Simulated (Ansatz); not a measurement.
# GaN (P6_3mc): lattice thermal conductivity, part 2 of 3

Wanted: κ(T), lifetimes and mean free paths for GaN.

Experimental results on record:
- thermal conductivity 210 W/m/K near room temperature (given in “Combining the AFLOW GIBBS and Elastic Libraries to efficiently and robustly screen thermo-mechanical properties of solids”, 2017, arXiv:1611.05714)

Ansatz 0.2.0; DFT LDA, scalar-relativistic, plane waves, PAW.

So far. Step 2 (A first coarse run): The start is under -4.5 GPa at this level and looks like an insulator or semiconductor on this mesh. Step 4 (Relaxing to small residual forces and stress): The residual pressure is -0.0036 GPa, small enough for phonons. The relaxed cell has a = 3.152, c = 5.138 Å (conventional setting).

The database entry behind the starting cell differs from later determinations by our own check (about 0.3 % short, ideal inner coordinate), so it need not match the best structure at ambient conditions.

## 6. Anharmonic force constants and conductivity

Pairs of atoms inside the cutoff are displaced in a supercell, the forces give the cubic constants, and these give the three-phonon rates of the Boltzmann equation.

File input.yaml:

```yaml
crystal:
  lattice:
    - [3.1518084548, 0.0, 0.0]
    - [-1.5759042274, 2.7295461897, 0.0]
    - [0.0, 0.0, 5.1384146987]
  atoms:
    - { symbol: Ga, position: [0.3333333333, 0.6666666667, -0.0007033871] }
    - { symbol: Ga, position: [0.6666666667, 0.3333333333, 0.4992966129] }
    - { symbol: "N", position: [0.3333333333, 0.6666666667, 0.3757033871] }
    - { symbol: "N", position: [0.6666666667, 0.3333333333, 0.8757033871] }
kpoints:
  mp_grid: { grid: [9, 9, 4] }
hamiltonian:
  xc: lda
scf:
  occupations: { method: fixed }
output:
  eigenvalues: true
phonons:
  method: fd
  dielectric: true
  supercell: [3, 3, 2]
  temperatures: { t_max: 1000, t_step: 50 }
  qpath:
    path:
      - [[0.0, 0.0, 0.0], [0.5, 0.0, 0.0], [0.33333333, 0.33333333, 0.0], [0.0, 0.0, 0.0], [0.0, 0.0, 0.5], [0.5, 0.0, 0.5], [0.33333333, 0.33333333, 0.5], [0.0, 0.0, 0.5]]
      - [[0.5, 0.0, 0.5], [0.5, 0.0, 0.0]]
      - [[0.33333333, 0.33333333, 0.0], [0.33333333, 0.33333333, 0.5]]
    npoints: 10
  third_order: { supercell: [3, 3, 2], pair_cutoff: 3.848 }
  lattice_thermal_conductivity:
    qmesh: [19, 19, 9]
    temperatures: [100.0, 150.0, 200.0, 300.0, 400.0, 500.0, 600.0, 800.0]
    isotope_mass_variance:
      - { species: Ga, variance: 0.0001971 }
      - { species: "N", variance: 1.838e-05 }
```

Command:

```console
$ ansatz run input.yaml --threads 18 --pin off --max-ram 92160MiB --backend cuda --events-out ev --progress --plain --runs-dir out
```

Numbers of over 12 decimals in the logs are rounded to 6 here.

What it wrote:

```text
Warning: phonons: the dynamical matrix that this run interpolates holds no multipole term above the dipole-dipole one, and a site of this crystal is no centre of inversion, so its interpolated transverse optical and acoustic branches and sound speeds can stay off near Gamma, and the density of states and the thermodynamics with them. What a run solves at a wave vector of phonons.qpoints, Gamma apart, where the deck admits one, is free of this, and under fd what a larger phonons.supercell samples
Warning: phonons.dielectric: true without phonons.rigid_motions: the static dielectric tensor ε⁰ will be withheld (ε∞, Z* and the rows of modes are given); for a crystal or a slab, whose only rigid motions are the translations, set phonons.rigid_motions: translations
[...]
Crystal: 72 atoms, lattice volume = 795.705 Å³
Basis set: ecut = 420 eV, 15527 PW (Γ)
Bands: 396, of which v1, the nominal top of the filled ones, is band 324 counted from 1 (323 counted from 0)
Symmetry: 216 space group operations
k-points: 6 of 18
[...]
SCF iter   1: F=—  HF=-146955.403736 eV  |F-HF|=—  |Δ(HF+E_count)|=         —  Δρ=4.83e-8  dr2=1.58e-11  ethr=1.00e-12  ⟨swp⟩=3.0  Hψ=5847  notcnv=0
[...]
SCF iter   2: F=-146955.403736 eV  HF=-146955.403736 eV  |F-HF|=0.00e0  |Δ(HF+E_count)|=  5.82e-11  Δρ=3.51e-8  dr2=8.49e-12  ethr=1.00e-12  ⟨swp⟩=3.0  Hψ=6276  notcnv=0
SCF 1 converged in 2 iterations: F = -146955.403736 eV  dr2 = 8.49e-12
[...]
Crystal: 4 atoms, lattice volume = 44.206 Å³
Basis set: ecut = 420 eV, 845 PW (Γ), exchange–correlation on 48×48×72 points (8 copies of the dense FFT grid, shifted against one another)
Bands: 22, of which v1, the nominal top of the filled ones, is band 18 counted from 1 (17 counted from 0)
Symmetry: 12 space group operations
k-points: 95 of 324 (irreducible under 2 space group operations, time reversal used)
[...]
eigensolver tolerance schedule: the retry pair's looser diagonalisation over-reported the residual by 294245.16 of it (diagonalisation noise at an unbounded share of the residual, at the tolerance the schedule requests for it); recorded, not acted on — ethr = c·dr2/N_el stays at c = 1.0e-1
[...]
SCF 2 converged in 3 iterations: F = -8164.189098 eV  dr2 = 6.39e-12
[...]
NSCF: frozen V_eff on 1 k-points
[...]
SCF 1 converged in 4 iterations: F = -8164.192407 eV  dr2 = 4.85e-8
[...]
SCF 30 converged in 9 iterations: F = -146955.385897 eV  dr2 = 3.91e-10
[...]
SCF 59 converged in 9 iterations: F = -146955.385812 eV  dr2 = 3.92e-10
[...]
SCF 88 converged in 9 iterations: F = -146955.386709 eV  dr2 = 3.57e-10
[...]
SCF 117 converged in 9 iterations: F = -146955.386709 eV  dr2 = 3.57e-10
[...]
SCF 146 converged in 9 iterations: F = -146955.384085 eV  dr2 = 3.55e-10
[...]
SCF 175 converged in 9 iterations: F = -146955.372625 eV  dr2 = 6.99e-10
[...]
SCF 204 converged in 9 iterations: F = -146955.383720 eV  dr2 = 3.89e-10
[...]
SCF 233 converged in 9 iterations: F = -146955.386343 eV  dr2 = 3.93e-10
[...]
SCF 262 converged in 9 iterations: F = -146955.385329 eV  dr2 = 4.23e-10
[...]
SCF 291 converged in 9 iterations: F = -146955.387134 eV  dr2 = 3.63e-10
[...]
SCF 320 converged in 9 iterations: F = -146955.386785 eV  dr2 = 3.08e-10
[...]
SCF 349 converged in 9 iterations: F = -146955.369731 eV  dr2 = 2.38e-10
[...]
SCF 378 converged in 9 iterations: F = -146955.386098 eV  dr2 = 3.36e-10
[...]
SCF 407 converged in 9 iterations: F = -146955.385242 eV  dr2 = 1.41e-10
[...]
SCF 436 converged in 9 iterations: F = -146955.386631 eV  dr2 = 4.33e-10
[...]
SCF 465 converged in 9 iterations: F = -146955.386637 eV  dr2 = 1.20e-10
[...]
SCF 494 converged in 9 iterations: F = -146955.385244 eV  dr2 = 1.40e-10
[...]
SCF 523 converged in 9 iterations: F = -146955.386519 eV  dr2 = 3.40e-10
[...]
SCF 552 converged in 9 iterations: F = -146955.386520 eV  dr2 = 1.29e-10
[...]
SCF 581 converged in 9 iterations: F = -146955.387295 eV  dr2 = 4.32e-10
[...]
SCF 610 converged in 9 iterations: F = -146955.386367 eV  dr2 = 5.52e-10
[...]
SCF 639 converged in 9 iterations: F = -146955.386412 eV  dr2 = 3.23e-10
[...]
5.628436    -0.000000     0.000000
        0.000000     5.628436     0.000000
        0.000000     0.000000     5.800943
  ε⁰ (static dielectric tensor): not given — the deck does not say what the cell's rigid motions are, and on a molecule in a box or a wire the rigid rotations would enter the sum over the modes at Γ. For a crystal or a slab, whose only rigid motions are the translations, set phonons.rigid_motions: translations.
  Born effective charges Z* (e; rows j = field, columns β = displacement):
    site 0:
         2.58754   -0.00000    0.00000
         0.00000    2.58754    0.00000
        -0.00000    0.00000    2.72365
    site 1:
         2.58754   -0.00000    0.00000
        -0.00000    2.58754   -0.00000
        -0.00000   -0.00000    2.72365
    site 2:
        -2.58754   -0.00000    0.00000
         0.00000   -2.58754    0.00000
         0.00000    0.00000   -2.72365
    site 3:
        -2.58754    0.00000   -0.00000
         0.00000   -2.58754    0.00000
        -0.00000    0.00000   -2.72365
  Z* charge neutrality: 3.003e-3 e pre-enforcement
  solved inside a basis spanned on the 9×9×4 k-mesh, on 12×12×6 k-points, its susceptibility summed on 18×18×10: ε∞ is read to err by 1.8e-2, Z* by 2.1e-2 e; Z* is corrected for what the basis lacks
  optical modes at Γ without the LO–TO term, one row a degenerate level:
      ω (cm⁻¹)  modes    IR ((D/Å)²/amu)
        139.83      2             0.0000
        335.89      1             0.0000
        538.54      1            29.3464
        560.69      2            52.9731
        569.86      2             0.0000
        698.18      1             0.0000
  optical modes at Γ + LO–TO along q̂ = [1.0000, 0.0000, 0.0000]:
      ω (cm⁻¹)  modes    IR ((D/Å)²/amu)
        139.83      2             0.0000
        335.89      1             0.0000
        538.54      1            29.3464
        560.69      1            26.4865
        569.86      2             0.0000
        698.18      1             0.0000
        735.81      1            26.4865
  optical modes at Γ + LO–TO along q̂ = [0.0000, 1.0000, 0.0000]:
      ω (cm⁻¹)  modes    IR ((D/Å)²/amu)
        139.83      2             0.0000
        335.89      1             0.0000
        538.54      1            29.3464
        560.69      1            26.4865
        569.86      2             0.0000
        698.18      1             0.0000
        735.81      1            26.4865
  optical modes at Γ + LO–TO along q̂ = [0.0000, 0.0000, 1.0000]:
      ω (cm⁻¹)  modes    IR ((D/Å)²/amu)
        139.83      2             0.0000
        335.89      1             0.0000
        560.69      2            52.9731
        569.86      2             0.0000
        698.18      1             0.0000
        730.83      1            29.3464
  density of states and harmonic sums: on the 24×24×12 q-mesh, interpolated from the force constants of a 3×3×2 supercell (with the dipole–dipole term)
  largest difference from the sums on the solved wave vectors: F 3.02e-2 eV, S 4.48e-5 and C_V 1.41e-5 eV/K
  zero-point energy: 0.314379 eV/cell   skipped modes (ω ≤ 0): 3   left out of the sums: 3.62e-5 of the cell's modes: C_V's classical limit lies that fraction below 3 k_B per atom; for a crystal, a wire or a layer, F and S can be off by more, and a phonons.interpolated_qmesh denser along its periods is the remedy for the sampling
--- Third-order force constants: 652 member SCFs in a 3×3×2 supercell (pair cutoff 3.848 Å, amplitude 0.03 Å, SCF threshold 1.00e-9 eV, Σ member SCF iterations 5864) ---
  symmetry images taken by strict's conditions (phonons.symmetry_images: auto; settled by the asymmetry read); asymmetry of the core-correction force 5.8e-7 eV/Å at the most on a site, 1.5e-5 eV/Å summed over every site of the supercell
  sum-rule residual: 1.091e0 → 9.091e-14 eV/Å³; symmetrization residual: 1.625e-1 eV/Å³; largest sum-rule correction relative to its orbit: 3.453e-1, on the orbit of the block of home site 0 with site 2 of cell (-1, -1, 0) and site 2 of cell (-1, -1, 0), whose norm before the correction was 6.707e-1 eV/Å³
--- Lattice thermal conductivity: 19×19×9 mesh (200 irreducible points), tetrahedron method ---
  three-phonon and isotope scattering only; four-phonon, boundary and, in a metal, phonon-electron scattering are left out
  each conductivity is what the modes' populations carry and what the coherences between them add
  conductivity (a third of the tensor's trace), W/(m K), in the relaxation-time approximation and from the full solution:
       T (K)   relaxation time   full solution  iterations             ending  least Ritz value
      100.00          825.8603        874.4774           6          converged          7.324e-1
      150.00          514.0359        543.2808           7          converged          6.510e-1
      200.00          369.8881        390.0821           8          converged          6.126e-1
      300.00          242.6412        255.2487           9          converged          5.865e-1
      400.00          185.9239        195.4865           9          converged          5.765e-1
      500.00          153.0524        160.9827           9          converged          5.706e-1
      600.00          131.0825        137.9671           9          converged          5.668e-1
      800.00          102.8883        108.4551           9          converged          5.622e-1
```

Elapsed: 9.4 min, on 1 × NVIDIA GB200 with 18 threads of Arm Neoverse V2, shared host; peak memory 3.5 GiB; 1.7 h of CPU time.

This step gave:

- lowest frequency on the path: 0 cm⁻¹
- zero-point energy: 0.3144 eV/cell
- point group: 6mm
- highest frequency: 735.8 cm⁻¹
- Debye temperature from the second moment: 884 K
- κ at 300 K (relaxation time): 242.6 W/m/K
- κ at 300 K (full solution): 255.3 W/m/K
- dipole term: run
- mean free path at half of κ: 354 nm
- share of κ above the three lowest branches: 0.32
- third-order blocks: 1444
- periodic aliases dropped: 168
- largest relative sum-rule correction: 0.3453
- displaced cells, third order: 652

LO-TO term included. Phonon branches along the path, in cm⁻¹:

```csv
point,branch 1,branch 2,branch 3,branch 4,branch 9,branch 10,branch 11,branch 12
Γ,0,0,0,140,570,570,698,736
halfway,103,115,168,209,593,629,684,719
M,138,184,205,234,618,647,693,703
halfway,177,192,223,235,626,646,681,698
K,212,212,217,257,649,653,653,690
halfway,130,134,189,224,601,635,681,712
Γ,0,0,0,140,570,570,698,736
halfway,60,60,129,132,568,568,704,726
A,107,107,107,107,564,564,716,716
halfway,148,148,172,172,602,602,700,700
L,173,173,177,177,613,613,700,700
halfway,161,161,212,212,635,635,692,692
H,157,157,241,241,665,665,673,673
halfway,165,165,173,173,608,608,697,697
A,107,107,107,107,564,564,716,716
jump to L,173,173,177,177,613,613,700,700
halfway,151,173,198,206,613,634,695,704
M,138,184,205,234,618,647,693,703
jump to K,212,212,217,257,649,653,653,690
halfway,182,182,225,253,657,661,661,686
H,157,157,241,241,665,665,673,673
```

W/m/K. Kappa, by row:

```csv
T (K),RTA xx,RTA yy,RTA zz,full xx,full yy,full zz,coherence part xx,coherence part yy,coherence part zz,ending,iterations,least Ritz value
100,799.5,799.5,878.6,846.2,846.2,931,0.009894,0.009894,0.003806,converged,6,0.732
150,505,505,532.1,533.1,533.1,563.7,0.0182,0.0182,0.007847,converged,7,0.651
200,366.8,366.8,376,386.1,386.1,398,0.02657,0.02657,0.01286,converged,8,0.613
300,242.4,242.4,243.1,254.4,254.4,257,0.04204,0.04204,0.02388,converged,9,0.587
400,186.3,186.3,185.2,195.4,195.4,195.7,0.05504,0.05504,0.03459,converged,9,0.576
500,153.6,153.6,152,161.1,161.1,160.7,0.06598,0.06598,0.04459,converged,9,0.571
600,131.7,131.7,129.9,138.2,138.2,137.4,0.07542,0.07542,0.05391,converged,9,0.567
800,103.5,103.5,101.7,108.8,108.8,107.7,0.09119,0.09119,0.07098,converged,9,0.562
```

Table of lattice thermal conductivity by temperature:

```csv
temperature (K),RTA xx (W/m/K),RTA zz (W/m/K),full xx (W/m/K),full zz (W/m/K)
100,800,879,846,931
150,505,532,533,564
200,367,376,386,398
300,242,243,254,257
400,186,185,195,196
500,154,152,161,161
600,132,130,138,137
800,104,102,109,108
```

The modes has structure finer than the step of the table below, so its rows give means over 25 cm⁻¹, whole bins alone (the curve runs from -10 to 767 cm⁻¹). Peaks (cm⁻¹: height): Ga 161.0: 0.0425, 307.7: 0.0376, 586.2: 0.00724; N 591.1: 0.0647, 693.7: 0.0590.

Phonopy on the run's constants, 21x21x11 mesh, Gaussian sigma 5.6 cm⁻¹. Table of modes by wavenumber; means over each step; values in 1/cm⁻¹/cell:

```csv
wavenumber (cm⁻¹),Ga,N
25,3.1e-4,6.2e-5
50,0.00123,2.4e-4
75,0.00287,5.2e-4
100,0.00598,9.9e-4
125,0.0132,0.00190
150,0.0324,0.00379
175,0.0376,0.00361
200,0.0302,0.00236
225,0.0237,0.00152
250,0.0113,7.8e-4
275,0.00907,6.8e-4
300,0.0283,8.3e-4
325,0.0247,3.4e-4
350,0.00148,1.5e-5
375,0,0
400,0,0
425,0,0
450,0,0
475,0,0
500,0,0
525,1.4e-5,8.0e-5
550,9.0e-4,0.00534
575,0.00531,0.0400
600,0.00499,0.0513
625,0.00199,0.0317
650,6.6e-4,0.0177
675,5.9e-4,0.0205
700,0.00212,0.0476
725,0.00102,0.00801
750,2.1e-5,1.2e-4
```

Distinct triplets, nearest first. Third order norms, by row:

```csv
sites,side 1 (Å),side 2 (Å),side 3 (Å),norm of the 27 components (eV/Å³)
Ga-Ga-Ga,0,0,0,140.8
N-N-N,0,0,0,152.9
Ga-N-N,0,1.93,1.93,62.63
Ga-N-Ga,0,1.93,1.93,61.68
Ga-Ga-N,0,1.93,1.93,59.3
Ga-N-N,0,1.93,1.93,60.87
Ga-Ga-N,1.93,1.93,3.15,1.33
Ga-N-N,1.93,1.93,3.15,0.965
Ga-N-N,1.93,1.93,3.15,0.747
Ga-Ga-Ga,0,3.15,3.15,3.157
Ga-Ga-Ga,3.15,3.15,3.15,0.385
Ga-Ga-Ga,3.15,3.15,3.15,0.382
Ga-Ga-Ga,3.15,3.15,3.15,0.226
Ga-Ga-Ga,3.15,3.15,3.15,0.25
Ga-Ga-Ga,0,3.15,3.15,3.308
Ga-Ga-Ga,0,3.15,3.15,3.448
N-N-N,0,3.15,3.15,2.676
N-N-N,3.15,3.15,3.15,0.186
N-N-N,3.15,3.15,3.15,0.224
N-N-N,3.15,3.15,3.15,0.23
N-N-N,3.15,3.15,3.15,0.248
N-N-N,0,3.15,3.15,3.023
N-N-N,0,3.15,3.15,2.837
Ga-Ga-N,1.93,3.15,3.2,0.367
Ga-N-N,1.93,3.15,3.2,0.296
Ga-N-N,0,3.2,3.2,0.796
Ga-N-Ga,0,3.2,3.2,0.942
Ga-N-Ga,1.93,3.15,3.69,0.268
Ga-N-N,1.93,3.15,3.69,0.355
Ga-N-N,0,3.69,3.69,0.733
```

Born charge (rows field, columns displacement) (e), principal values of the symmetric part by kind of site:

```csv
atom,atoms with these values,low,middle,high,mean
Ga1,2,2.59,2.59,2.72,2.63
N3,2,-2.72,-2.59,-2.59,-2.63
```

In full for Ga1:

```
2.59 0.00 0.00
0.00 2.59 0.00
0.00 0.00 2.72
```

RTA, 300 K. Kappa by branch, by row:

```csv
branch (by rank),mean frequency (THz),mean rms speed (km/s),median lifetime (ps),share of kappa
1,4.23,2.17,34.7,0.22
2,4.62,2.47,38.6,0.225
3,5.55,2.27,46.4,0.236
4,6.25,2.55,38.8,0.156
5,8.18,3.04,9.56,0.138
6,9.28,1.59,4.45,0.01
7,17.41,0.96,6.24,0.001
8,17.7,1.18,6.33,0.002
9,18.25,1.41,7.76,0.004
10,18.81,1.48,8.54,0.005
11,20.63,0.8,11.6,0.002
12,21.11,0.74,6.44,0.001
```

Spectral kappa at 300 K against frequency; read off at these points; values in W/m/K/THz:

```csv
frequency (THz),relaxation time (W/m/K/THz),full solution (W/m/K/THz)
0.25,0,0
1.25,41.6,42.0
2.25,56.3,57.9
3.25,28.3,30.7
3.75,34.2,37.8
4.25,21.7,23.9
5.25,36.8,38.6
5.75,42.4,44.0
6.75,34.0,35.7
7.75,7.27,8.66
8.75,3.19,4.29
9.75,0.721,0.825
10.75,0,0
11.75,0,0
12.75,0,0
13.75,0,0
14.75,0,0
15.75,0,0
17.25,0.550,0.485
18.25,1.23,0.993
19.25,1.37,1.39
20.25,0.593,0.324
21.25,0.140,-0.0319
22.25,0,-1.0e-4
```

Relaxation-time solution. Table of share of κ carried by shorter paths by mean free path:

```csv
mean free path (nm),100 K,300 K,800 K
1.47,0,0,0.001
2.15,0,0,0.003
4.64,0,0.001,0.013
6.81,0,0.003,0.025
10,0,0.007,0.035
21.5,0.001,0.021,0.066
31.6,0.001,0.028,0.106
46.4,0.001,0.045,0.195
100,0.006,0.157,0.438
147,0.021,0.29,0.527
215,0.061,0.369,0.661
464,0.13,0.599,0.859
681,0.172,0.673,0.909
1000,0.205,0.713,0.937
2150,0.294,0.857,1
3160,0.35,0.91,1
4640,0.441,0.963,1
10000,0.637,1,1
14700,0.742,1,1
21500,0.901,1,1
46400,0.95,1,1
68100,1,1,1
```

[end of part 2 of 3]

[Logs are printed without paths, hosts, clocks, repeated set-up lines and the standing remarks that a program may print on its own settings, such as how far it seeks lower states.]

[Hosts, paths, dates, database ids (printed as entryN), source tags and the programs' standing remarks are cut or masked in the printed files.]

[A step with changed settings may run another functional than the one named; its input shows which.]
